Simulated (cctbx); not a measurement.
# Occupancies in Cr2GeS6

Cell a = 12.1400 Å, b = 12.1400 Å, c = 13.5470 Å, α = 90.00°, β = 90.00°, γ = 120.00°; space group R-3m (no. 166); nominal formula Cr2GeS6.

The data are simulated with cctbx, not measured: Mo Kα, λ = 0.71073 Å, to d = 0.8 Å, 70 % of the full sphere, strongest reflection 5000 counts, noise from counting, a 2 % proportional error and a noise floor of 4 counts (s.d.); no absorption.

With every site full:

```text
Rint 0.064, 461 unique reflections to 0.80 A
cycle     R1     wR2    GooF  max shift (A)
   1  0.1284  0.2563   6.123   0.00186
   2  0.0302  0.0594   1.418   0.00000
final R1 0.0302 wR2 0.0594 GooF 1.418  parameters 27  data/parameter 17.1
atom        x        y        z      Ueq    occ   su(xyz)  su(Uiso or U11)
Ge1    0.00000  0.00000  0.00000   0.0025  1.000  0.00000  0.0005
Ge2    0.00000  0.00000  0.68292   0.0082  1.000  0.00009  0.0004
Cr1    0.35105  0.00000  0.50000   0.0046  1.000  0.00009  0.0004
S2     0.68907  0.84453  0.48052   0.0049  1.000  0.00014  0.0007
S3     0.80962  0.90481  0.81552   0.0008  1.000  0.00013  0.0006
S4     0.96085  0.62752  0.33333   0.0040  1.000  0.00012  0.0005
difference map: max 1.06 min -1.91 rms 0.24
Q1    0.0891  0.5446  0.4696   18    1.10  0.59 A from S3
Q2    0.0848  0.1697  0.7836   18    0.97  0.48 A from S3
Q3    0.0583  0.1795  0.8306   36    0.91  0.45 A from S3
Q4    0.0000  0.0000  0.0000    3    0.82  0.00 A from Ge1
Q5    0.0956  0.5478  0.5712   18    0.75  1.30 A from S3
Q6    0.0253  0.2603  0.2915   36    0.71  1.55 A from S4
```

With the occupancies of the suspect sites free, each still typed as its main element:

```text
Rint 0.064, 461 unique reflections to 0.80 A
cycle     R1     wR2    GooF  max shift (A)
   1  0.0746  0.1496   3.582   0.00032
   8  0.0212  0.0401   0.959   0.00001
final R1 0.0212 wR2 0.0400 GooF 0.959  parameters 29  data/parameter 15.9
atom        x        y        z      Ueq    occ   su(xyz)  su(Uiso or U11)
Ge1    0.00000  0.00000  0.00000   0.0031  1.000  0.00000  0.0003
Ge2    0.00000  0.00000  0.68286   0.0039  0.914  0.00006  0.0003
Cr1    0.35108  0.00000  0.50000   0.0052  1.000  0.00006  0.0003
S2     0.68905  0.84453  0.48051   0.0054  1.000  0.00009  0.0005
S3     0.80957  0.90478  0.81553   0.0049  1.072  0.00009  0.0005
S4     0.96089  0.62756  0.33333   0.0046  1.000  0.00008  0.0003
su of occupancy Ge2: 0.005
su of occupancy S3: 0.007
difference map: max 0.83 min -0.77 rms 0.19
Q1    0.0954  0.5477  0.5696   18    0.85  1.28 A from S3
Q2    0.0000  0.0000  0.0000    3    0.83  0.00 A from Ge1
Q3    0.0266  0.2612  0.2936   36    0.67  1.55 A from S4
Q4    0.0000  0.0000  0.5000    3    0.61  2.48 A from Ge2
Q5    0.0762  0.5381  0.4628   18    0.61  0.75 A from S3
Q6    0.0604  0.1208  0.1641   18    0.59  1.78 A from S3
```

**Question.** What is the disorder?

X-rays count electrons. Ge2 refines to 0.914(0.005), or 29.2 electrons; the site truly holds 0.85 Ge and 0.15 S, 29.6 electrons, which is 0.925 of Ge; S3 refines to 1.072(0.007), or 17.2 electrons; the site truly holds 0.95 S and 0.05 Ge, 16.8 electrons, which is 1.050 of S. A value under 1 can't tell vacancies from a lighter guest, and one over 1 needs a heavier guest; chemistry or a second radiation must settle which. Occupancy correlates with U and the scale, and the two elements' form factors differ in shape, so the match is approximate.

Freeing them takes R1 from 0.0302 to 0.0212 and GooF from 1.42 to 0.96.

The model was made for the exercise: a known structure type with other elements put in, its volume estimated, not relaxed; displacement parameters are assumed.

[Middle refinement cycles are left out of these outputs.]

[Logs are printed without paths, hosts, clocks, repeated set-up lines and the standing remarks that a program may print on its own settings, such as how far it seeks lower states.]
